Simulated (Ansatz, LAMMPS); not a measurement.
# Convergence of a linear-scaling basis for liquid Al at 1200 K (111 atoms), part 2 of 3

Aim: test how closely localised support functions follow the reference on liquid Al at 1200 K (111 atoms), and at what cost. A setting counts as converged where the r.m.s. difference of forces stays under 1 % of the r.m.s. force.

Ansatz 0.2.0; Kohn-Sham DFT, PBE, PAW (set soft_2), plane waves.

The cell: 111 Al. The network of bonds at the start is that of the classical potential that made the cell.

So far. Step 4 (Support functions medium): Forces differ from the reference by 0.30 meV/Å r.m.s., 0.036 % of their size, well within a tolerance of 1 %; the energy by -0.58 meV/atom.

## (5) Support functions low

The level low is asked for. Here it resolves to the same grid and radius as in the run with support functions medium, so the basis is not new.

This step: Kohn-Sham DFT, PBE, PAW (set soft_2), localised support functions (low) (Ansatz 0.2.0).

File input.yaml:

```yaml
crystal:
  lattice:
    - [12.87678, 0.0, 0.0]
    - [0.0, 12.87678, 0.0]
    - [0.0, 0.0, 12.87678]
  atoms:
    [... the 111 atom lines of step 3 ...]
kpoints:
  mp_grid: { grid: [2, 2, 2] }
hamiltonian:
  xc: pbe
scf:
  occupations: { method: fermi_dirac, width: 0.1 }
  eigensolver: { kind: { support_functions: { accuracy: low } } }
  max_iter: 150
output:
  forces: true
```

Command:

```bash
ansatz run input.yaml --threads 4 --pin off --max-ram 8192MiB --backend cpu --events-out ev --progress --plain --runs-dir out
```

Output:

```text
[...]
Crystal: 111 atoms, lattice volume = 2135.118 Å³
Basis set: ecut = 420 eV, 41851 PW (Γ), exchange–correlation on 180×180×180 points (8 copies of the dense FFT grid, shifted against one another)
Bands: 200, of which v1, the nominal top of the filled ones, is band 167 counted from 1 (166 counted from 0)
Symmetry: 1 space group operations
k-points: 8
[...]
Eigensolver: Support functions (low, 54×54×54 points, laid for a spacing of at most 0.257060 Å, radius 4.008534 Å, 1 species' potentials softened for the grid, 1 wholly corrected for its errors in the mean over positions, 1 with the egg-box correction, energy correction by stochastic trace)
[...]
SCF iter   1: F=—  HF=-59590.890661 eV  |F-HF|=—  |Δ(HF+E_count)|=         —  Δρ=1.93e-2  dr2=3.02e1  ethr=1.00e-1
[...]
SCF iter   8: F=—  HF=-59629.450678 eV  |F-HF|=—  |Δ(HF+E_count)|=   3.58e-3  Δρ=4.08e-6  dr2=8.33e-7  ethr=1.78e-9  κ⁻¹=1.5e-8(r=6)
SCF iter   9: F=-59629.453292 eV  HF=-59629.453292 eV  |F-HF|=7.62e-8  |Δ(HF+E_count)|=   2.61e-3  Δρ=2.51e-6  dr2=3.37e-7  ethr=2.50e-10
SCF 1 converged in 9 iterations: F = -59629.486934 eV  dr2 = 3.37e-7
[...]
SCF converged after 9 iterations
[...]
Free energy (F): -59629.486934 eV
[...]
Internal energy: -59628.053661 eV  (E = F + TS)
E sigma→0 (E₀):  -59628.770298 eV
Entropy (-TS):   -1.433274 eV (-12.912 meV/atom)
Fermi energy:    6.263296 eV
[...]
Σ components = -59629.486934   (vs F -59629.486934, Δ=0.00e0)
--- Forces (eV/Å), atoms counted from 1 ---
  atom   1  Al    -0.15599268    -0.08026370     0.59494156
  atom   2  Al     0.82519739     2.11074238     0.91642903
  atom   3  Al     0.37900880    -0.14972344     1.07214821
  atom   4  Al     0.00190988    -1.40482649     1.13682862
[...]
atom 111  Al    -0.76206169    -0.07735664     0.19795060
  max |Σ_I F_I| component: 2.21e-3 eV/Å
--- Band table (eV; the first three rows and the last of 8) ---
[...]
```

Elapsed: 77 s, on 4 threads of Arm Neoverse V1, shared host; peak memory 2.8 GiB.

Keys that differ from the reference: support_functions.accuracy = "low" and scf.max_iter = 150.

Forces differ from the reference by 0.30 meV/Å r.m.s., 0.036 % of their size, well within a tolerance of 1 %; the energy by -0.58 meV/atom.

## (6) Support functions high

With localised support functions most steps grow linearly with size, though the diagonalisation grows faster unless the density matrix is cut; this run measures error and cost at this size. The level high gives here a grid of 60×60×60 points and a radius of 4.80 Å.

This step: Kohn-Sham DFT, PBE, PAW (set soft_2), localised support functions (high) (Ansatz 0.2.0).

input.yaml, the sections that differ from step 5:

```yaml
scf:
  occupations: { method: fermi_dirac, width: 0.1 }
  eigensolver: { kind: { support_functions: { accuracy: high } } }
  max_iter: 150
# crystal, kpoints, hamiltonian, output: as in step 5
```

Output:

```text
[...]
Crystal: 111 atoms, lattice volume = 2135.118 Å³
Basis set: ecut = 420 eV, 41851 PW (Γ), exchange–correlation on 180×180×180 points (8 copies of the dense FFT grid, shifted against one another)
Bands: 200, of which v1, the nominal top of the filled ones, is band 167 counted from 1 (166 counted from 0)
Symmetry: 1 space group operations
k-points: 8
[...]
Eigensolver: Support functions (high, 60×60×60 points, laid for a spacing of at most 0.228497 Å, radius 4.797481 Å, 1 species' potentials softened for the grid, 1 wholly corrected for its errors in the mean over positions, 1 with the egg-box correction, energy correction by stochastic trace)
[...]
SCF iter   1: F=—  HF=-59597.296917 eV  |F-HF|=—  |Δ(HF+E_count)|=         —  Δρ=2.02e-2  dr2=3.19e1  ethr=1.00e-1
[...]
SCF iter  10: F=—  HF=-59629.482667 eV  |F-HF|=—  |Δ(HF+E_count)|=   5.32e-4  Δρ=9.20e-7  dr2=2.74e-8  ethr=3.32e-11  κ⁻¹=3.4e-10(r=7)
SCF iter  11: F=-59629.482800 eV  HF=-59629.482800 eV  |F-HF|=1.28e-9  |Δ(HF+E_count)|=   1.34e-4  Δρ=5.16e-7  dr2=6.52e-9  ethr=8.23e-12
SCF 1 converged in 11 iterations: F = -59629.486540 eV  dr2 = 6.52e-9
[...]
SCF converged after 11 iterations
[...]
Free energy (F): -59629.486540 eV
[...]
Internal energy: -59628.051786 eV  (E = F + TS)
E sigma→0 (E₀):  -59628.769163 eV
Entropy (-TS):   -1.434755 eV (-12.926 meV/atom)
Fermi energy:    6.262736 eV
[...]
Σ components = -59629.486540   (vs F -59629.486540, Δ=0.00e0)
--- Forces (eV/Å), atoms counted from 1 ---
  atom   1  Al    -0.15581505    -0.07999573     0.59469497
  atom   2  Al     0.82535079     2.11082356     0.91643898
  atom   3  Al     0.37942297    -0.14997829     1.07236017
  atom   4  Al     0.00176643    -1.40475647     1.13720336
[...]
atom 111  Al    -0.76181180    -0.07740744     0.19795533
  max |Σ_I F_I| component: 1.92e-3 eV/Å
--- Band table (eV; the first three rows and the last of 8) ---
[...]
```

It took 3.1 min on 4 threads; peak memory 4.4 GiB; 11 min of CPU time.

Keys that differ from the reference: support_functions.accuracy = "high" and scf.max_iter = 150.

Forces differ from the reference by 0.21 meV/Å r.m.s., 0.025 % of their size, well within a tolerance of 1 %; the energy by -0.58 meV/atom.

## (7) Support functions medium, radius 3.89 Å

The radius confines each support function; a larger one gives more freedom and more work per atom.

This step: Kohn-Sham DFT, PBE, PAW (set soft_2), localised support functions (medium) (Ansatz 0.2.0).

input.yaml, the sections that differ from step 6:

```yaml
scf:
  occupations: { method: fermi_dirac, width: 0.1 }
  eigensolver: { kind: { support_functions: { accuracy: medium, radius: 3.89 } } }
  max_iter: 150
# crystal, kpoints, hamiltonian, output: as in step 6
```

Output:

```text
[...]
Crystal: 111 atoms, lattice volume = 2135.118 Å³
Basis set: ecut = 420 eV, 41851 PW (Γ), exchange–correlation on 180×180×180 points (8 copies of the dense FFT grid, shifted against one another)
Bands: 200, of which v1, the nominal top of the filled ones, is band 167 counted from 1 (166 counted from 0)
Symmetry: 1 space group operations
k-points: 8
[...]
SCF iter   1: F=—  HF=-59589.606520 eV  |F-HF|=—  |Δ(HF+E_count)|=         —  Δρ=1.91e-2  dr2=2.98e1  ethr=1.00e-1
[...]
SCF iter   8: F=—  HF=-59629.438718 eV  |F-HF|=—  |Δ(HF+E_count)|=   4.47e-3  Δρ=4.33e-6  dr2=9.61e-7  ethr=1.91e-9  κ⁻¹=1.6e-8(r=6)
SCF iter   9: F=-59629.442014 eV  HF=-59629.442014 eV  |F-HF|=7.62e-8  |Δ(HF+E_count)|=   3.30e-3  Δρ=2.62e-6  dr2=3.60e-7  ethr=2.89e-10
SCF 1 converged in 9 iterations: F = -59629.486551 eV  dr2 = 3.60e-7
[...]
SCF converged after 9 iterations
[...]
Free energy (F): -59629.486551 eV
[...]
Internal energy: -59628.053665 eV  (E = F + TS)
E sigma→0 (E₀):  -59628.770108 eV
Entropy (-TS):   -1.432885 eV (-12.909 meV/atom)
Fermi energy:    6.263465 eV
[...]
Σ components = -59629.486551   (vs F -59629.486551, Δ=0.00e0)
--- Forces (eV/Å), atoms counted from 1 ---
  atom   1  Al    -0.15599192    -0.08034996     0.59490985
  atom   2  Al     0.82525947     2.11057752     0.91636908
  atom   3  Al     0.37917678    -0.14957571     1.07225926
  atom   4  Al     0.00179626    -1.40483119     1.13671291
[...]
atom 111  Al    -0.76197213    -0.07730972     0.19821702
  max |Σ_I F_I| component: 3.55e-3 eV/Å
--- Band table (eV; the first three rows and the last of 8) ---
[...]
```

Wall time 72 s (4 threads); peak memory 2.6 GiB; 4 min of CPU time.

Keys that differ from the reference: support_functions.accuracy = "medium", support_functions.radius = 3.89 and scf.max_iter = 150.

Forces differ from the reference by 0.35 meV/Å r.m.s., 0.042 % of their size, well within a tolerance of 1 %; the energy by -0.58 meV/atom.

## (8) Support functions medium, radius 4.21 Å

The radius confines each support function; a larger one gives more freedom and more work per atom.

input.yaml, the sections that differ from step 7:

```yaml
scf:
  occupations: { method: fermi_dirac, width: 0.1 }
  eigensolver: { kind: { support_functions: { accuracy: medium, radius: 4.21 } } }
  max_iter: 150
# crystal, kpoints, hamiltonian, output: as in step 7
```

Output:

```text
[...]
Crystal: 111 atoms, lattice volume = 2135.118 Å³
Basis set: ecut = 420 eV, 41851 PW (Γ), exchange–correlation on 180×180×180 points (8 copies of the dense FFT grid, shifted against one another)
Bands: 200, of which v1, the nominal top of the filled ones, is band 167 counted from 1 (166 counted from 0)
Symmetry: 1 space group operations
k-points: 8
[...]
SCF iter   1: F=—  HF=-59593.053511 eV  |F-HF|=—  |Δ(HF+E_count)|=         —  Δρ=1.97e-2  dr2=3.09e1  ethr=1.00e-1
[...]
SCF iter   8: F=—  HF=-59629.464527 eV  |F-HF|=—  |Δ(HF+E_count)|=   2.36e-3  Δρ=3.92e-6  dr2=7.54e-7  ethr=1.68e-9  κ⁻¹=1.6e-8(r=6)
SCF iter   9: F=-59629.466213 eV  HF=-59629.466213 eV  |F-HF|=8.64e-8  |Δ(HF+E_count)|=   1.69e-3  Δρ=2.41e-6  dr2=3.31e-7  ethr=2.26e-10
SCF 1 converged in 9 iterations: F = -59629.487319 eV  dr2 = 3.31e-7
[...]
SCF converged after 9 iterations
[...]
Free energy (F): -59629.487319 eV
[...]
Internal energy: -59628.053548 eV  (E = F + TS)
E sigma→0 (E₀):  -59628.770433 eV
Entropy (-TS):   -1.433772 eV (-12.917 meV/atom)
Fermi energy:    6.263096 eV
[...]
Σ components = -59629.487319   (vs F -59629.487319, Δ=0.00e0)
--- Forces (eV/Å), atoms counted from 1 ---
  atom   1  Al    -0.15593778    -0.08009578     0.59479704
  atom   2  Al     0.82526009     2.11071970     0.91640549
  atom   3  Al     0.37919814    -0.14982837     1.07235981
  atom   4  Al     0.00222068    -1.40473479     1.13686749
[...]
atom 111  Al    -0.76186001    -0.07744576     0.19802257
  max |Σ_I F_I| component: 4.13e-4 eV/Å
--- Band table (eV; the first three rows and the last of 8) ---
[...]
```

It took 85 s on 4 threads; peak memory 3 GiB; 4.9 min of CPU time.

Keys that differ from the reference: support_functions.accuracy = "medium", support_functions.radius = 4.21 and scf.max_iter = 150.

Forces differ from the reference by 0.24 meV/Å r.m.s., 0.029 % of their size, well within a tolerance of 1 %; the energy by -0.58 meV/atom.

## (9) Support functions medium, radius 4.49 Å

The radius confines each support function; a larger one gives more freedom and more work per atom.

input.yaml, the sections that differ from step 8:

```yaml
scf:
  occupations: { method: fermi_dirac, width: 0.1 }
  eigensolver: { kind: { support_functions: { accuracy: medium, radius: 4.49 } } }
  max_iter: 150
# crystal, kpoints, hamiltonian, output: as in step 8
```

Output:

```text
[...]
Crystal: 111 atoms, lattice volume = 2135.118 Å³
Basis set: ecut = 420 eV, 41851 PW (Γ), exchange–correlation on 180×180×180 points (8 copies of the dense FFT grid, shifted against one another)
Bands: 200, of which v1, the nominal top of the filled ones, is band 167 counted from 1 (166 counted from 0)
Symmetry: 1 space group operations
k-points: 8
[...]
SCF iter   1: F=—  HF=-59595.595317 eV  |F-HF|=—  |Δ(HF+E_count)|=         —  Δρ=2.00e-2  dr2=3.16e1  ethr=1.00e-1
[...]
SCF iter   8: F=—  HF=-59629.475828 eV  |F-HF|=—  |Δ(HF+E_count)|=   1.32e-3  Δρ=3.83e-6  dr2=6.76e-7  ethr=1.66e-9  κ⁻¹=1.6e-8(r=6)
SCF iter   9: F=-59629.476726 eV  HF=-59629.476726 eV  |F-HF|=8.00e-8  |Δ(HF+E_count)|=   8.98e-4  Δρ=2.28e-6  dr2=2.94e-7  ethr=2.03e-10
SCF 1 converged in 9 iterations: F = -59629.487601 eV  dr2 = 2.94e-7
[...]
SCF converged after 9 iterations
[...]
Free energy (F): -59629.487601 eV
[...]
Internal energy: -59628.053312 eV  (E = F + TS)
E sigma→0 (E₀):  -59628.770457 eV
Entropy (-TS):   -1.434289 eV (-12.922 meV/atom)
Fermi energy:    6.262920 eV
[...]
Σ components = -59629.487601   (vs F -59629.487601, Δ=0.00e0)
--- Forces (eV/Å), atoms counted from 1 ---
  atom   1  Al    -0.15588197    -0.07997761     0.59480662
  atom   2  Al     0.82517738     2.11082677     0.91646831
  atom   3  Al     0.37921707    -0.14986664     1.07240789
  atom   4  Al     0.00212404    -1.40476025     1.13704008
[...]
atom 111  Al    -0.76193266    -0.07744788     0.19799531
  max |Σ_I F_I| component: 1.40e-3 eV/Å
--- Band table (eV; the first three rows and the last of 8) ---
[...]
```

Elapsed: 1.7 min, on 4 threads; peak memory 3.3 GiB.

Keys that differ from the reference: support_functions.accuracy = "medium", support_functions.radius = 4.49 and scf.max_iter = 150.

Forces differ from the reference by 0.21 meV/Å r.m.s., 0.025 % of their size, well within a tolerance of 1 %; the energy by -0.59 meV/atom.

## (10) Support functions medium, radius 4.81 Å

The radius confines each support function; a larger one gives more freedom and more work per atom.

input.yaml, the sections that differ from step 9:

```yaml
scf:
  occupations: { method: fermi_dirac, width: 0.1 }
  eigensolver: { kind: { support_functions: { accuracy: medium, radius: 4.81 } } }
  max_iter: 150
# crystal, kpoints, hamiltonian, output: as in step 9
```

Output:

```text
[...]
Crystal: 111 atoms, lattice volume = 2135.118 Å³
Basis set: ecut = 420 eV, 41851 PW (Γ), exchange–correlation on 180×180×180 points (8 copies of the dense FFT grid, shifted against one another)
Bands: 200, of which v1, the nominal top of the filled ones, is band 167 counted from 1 (166 counted from 0)
Symmetry: 1 space group operations
k-points: 8
[...]
SCF iter   1: F=—  HF=-59597.327491 eV  |F-HF|=—  |Δ(HF+E_count)|=         —  Δρ=2.02e-2  dr2=3.19e1  ethr=1.00e-1
[...]
SCF iter   8: F=—  HF=-59629.482202 eV  |F-HF|=—  |Δ(HF+E_count)|=   7.41e-4  Δρ=3.85e-6  dr2=6.61e-7  ethr=1.68e-9  κ⁻¹=1.6e-8(r=6)
SCF iter   9: F=-59629.482666 eV  HF=-59629.482666 eV  |F-HF|=7.70e-8  |Δ(HF+E_count)|=   4.63e-4  Δρ=2.27e-6  dr2=2.83e-7  ethr=1.99e-10
SCF 1 converged in 9 iterations: F = -59629.487669 eV  dr2 = 2.83e-7
[...]
SCF converged after 9 iterations
[...]
Free energy (F): -59629.487669 eV
[...]
Internal energy: -59628.053025 eV  (E = F + TS)
E sigma→0 (E₀):  -59628.770347 eV
Entropy (-TS):   -1.434644 eV (-12.925 meV/atom)
Fermi energy:    6.262819 eV
[...]
Σ components = -59629.487669   (vs F -59629.487669, Δ=0.00e0)
--- Forces (eV/Å), atoms counted from 1 ---
  atom   1  Al    -0.15589340    -0.07996349     0.59475623
  atom   2  Al     0.82519118     2.11086658     0.91651745
  atom   3  Al     0.37918103    -0.14987602     1.07242942
  atom   4  Al     0.00208707    -1.40478997     1.13704485
[...]
atom 111  Al    -0.76195119    -0.07744610     0.19793394
  max |Σ_I F_I| component: 1.19e-3 eV/Å
--- Band table (eV; the first three rows and the last of 8) ---
[...]
```

Run time: 2 min. Hardware: 4 threads; peak memory 3.7 GiB.

Keys that differ from the reference: support_functions.accuracy = "medium", support_functions.radius = 4.81 and scf.max_iter = 150.

Forces differ from the reference by 0.20 meV/Å r.m.s., 0.024 % of their size, well within a tolerance of 1 %; the energy by -0.59 meV/atom.

## (11) Support functions medium, radius 5.41 Å

The radius confines each support function; a larger one gives more freedom and more work per atom.

input.yaml, the sections that differ from step 10:

```yaml
scf:
  occupations: { method: fermi_dirac, width: 0.1 }
  eigensolver: { kind: { support_functions: { accuracy: medium, radius: 5.41 } } }
  max_iter: 150
# crystal, kpoints, hamiltonian, output: as in step 10
```

Output:

```text
[...]
Crystal: 111 atoms, lattice volume = 2135.118 Å³
Basis set: ecut = 420 eV, 41851 PW (Γ), exchange–correlation on 180×180×180 points (8 copies of the dense FFT grid, shifted against one another)
Bands: 200, of which v1, the nominal top of the filled ones, is band 167 counted from 1 (166 counted from 0)
Symmetry: 1 space group operations
k-points: 8
[...]
SCF iter   1: F=—  HF=-59598.141067 eV  |F-HF|=—  |Δ(HF+E_count)|=         —  Δρ=2.01e-2  dr2=3.19e1  ethr=1.00e-1
[...]
SCF iter   8: F=—  HF=-59629.486298 eV  |F-HF|=—  |Δ(HF+E_count)|=   3.44e-4  Δρ=3.96e-6  dr2=7.12e-7  ethr=1.76e-9  κ⁻¹=1.5e-8(r=6)
SCF iter   9: F=-59629.486481 eV  HF=-59629.486481 eV  |F-HF|=8.35e-8  |Δ(HF+E_count)|=   1.83e-4  Δρ=2.36e-6  dr2=3.01e-7  ethr=2.14e-10
SCF 1 converged in 9 iterations: F = -59629.487730 eV  dr2 = 3.01e-7
[...]
SCF converged after 9 iterations
[...]
Free energy (F): -59629.487730 eV
[...]
Internal energy: -59628.052805 eV  (E = F + TS)
E sigma→0 (E₀):  -59628.770267 eV
Entropy (-TS):   -1.434925 eV (-12.927 meV/atom)
Fermi energy:    6.262751 eV
[...]
Σ components = -59629.487730   (vs F -59629.487730, Δ=0.00e0)
--- Forces (eV/Å), atoms counted from 1 ---
  atom   1  Al    -0.15599445    -0.07994497     0.59479779
  atom   2  Al     0.82524727     2.11085304     0.91652850
  atom   3  Al     0.37917194    -0.14991634     1.07242093
  atom   4  Al     0.00212357    -1.40485341     1.13705361
[...]
atom 111  Al    -0.76194190    -0.07742272     0.19789026
  max |Σ_I F_I| component: 1.23e-3 eV/Å
--- Band table (eV; the first three rows and the last of 8) ---
[...]
```

Elapsed: 3.1 min, on 4 threads; peak memory 4.7 GiB; 11 min of CPU time.

Keys that differ from the reference: support_functions.accuracy = "medium", support_functions.radius = 5.41 and scf.max_iter = 150.

Forces differ from the reference by 0.19 meV/Å r.m.s., 0.023 % of their size, well within a tolerance of 1 %; the energy by -0.59 meV/atom.

## (12) Support functions medium, radius 6.01 Å

The radius confines each support function; a larger one gives more freedom and more work per atom.

input.yaml, the sections that differ from step 11:

```yaml
scf:
  occupations: { method: fermi_dirac, width: 0.1 }
  eigensolver: { kind: { support_functions: { accuracy: medium, radius: 6.01 } } }
  max_iter: 150
# crystal, kpoints, hamiltonian, output: as in step 11
```

Output:

```text
[...]
Crystal: 111 atoms, lattice volume = 2135.118 Å³
Basis set: ecut = 420 eV, 41851 PW (Γ), exchange–correlation on 180×180×180 points (8 copies of the dense FFT grid, shifted against one another)
Bands: 200, of which v1, the nominal top of the filled ones, is band 167 counted from 1 (166 counted from 0)
Symmetry: 1 space group operations
k-points: 8
[...]
SCF iter   1: F=—  HF=-59598.013602 eV  |F-HF|=—  |Δ(HF+E_count)|=         —  Δρ=2.01e-2  dr2=3.19e1  ethr=1.00e-1
[...]
SCF iter   8: F=—  HF=-59629.487125 eV  |F-HF|=—  |Δ(HF+E_count)|=   2.20e-4  Δρ=4.08e-6  dr2=7.99e-7  ethr=1.88e-9  κ⁻¹=1.5e-8(r=6)
SCF iter   9: F=-59629.487230 eV  HF=-59629.487230 eV  |F-HF|=9.23e-8  |Δ(HF+E_count)|=   1.06e-4  Δρ=2.41e-6  dr2=3.19e-7  ethr=2.40e-10
SCF 1 converged in 9 iterations: F = -59629.487741 eV  dr2 = 3.19e-7
[...]
SCF converged after 9 iterations
[...]
Free energy (F): -59629.487741 eV
[...]
Internal energy: -59628.052745 eV  (E = F + TS)
E sigma→0 (E₀):  -59628.770243 eV
Entropy (-TS):   -1.434996 eV (-12.928 meV/atom)
Fermi energy:    6.262738 eV
[...]
Σ components = -59629.487741   (vs F -59629.487741, Δ=0.00e0)
--- Forces (eV/Å), atoms counted from 1 ---
  atom   1  Al    -0.15596212    -0.07993914     0.59478139
  atom   2  Al     0.82524022     2.11083966     0.91652527
  atom   3  Al     0.37920105    -0.14992434     1.07239862
  atom   4  Al     0.00211024    -1.40486748     1.13705212
[...]
atom 111  Al    -0.76192111    -0.07743706     0.19789088
  max |Σ_I F_I| component: 1.18e-3 eV/Å
--- Band table (eV; the first three rows and the last of 8) ---
[...]
```

It took 4.7 min on 4 threads; peak memory 5.6 GiB; 18 min of CPU time.

Keys that differ from the reference: support_functions.accuracy = "medium", support_functions.radius = 6.01 and scf.max_iter = 150.

Forces differ from the reference by 0.19 meV/Å r.m.s., 0.023 % of their size, well within a tolerance of 1 %; the energy by -0.59 meV/atom.

(Part 2 of 3 ends here.)

[Logs are printed without paths, hosts, clocks, repeated set-up lines and the standing remarks that a program may print on its own settings, such as how far it seeks lower states.]

[Hosts, paths, dates, database ids (printed as entryN), source tags and the programs' standing remarks are cut or masked in the printed files.]
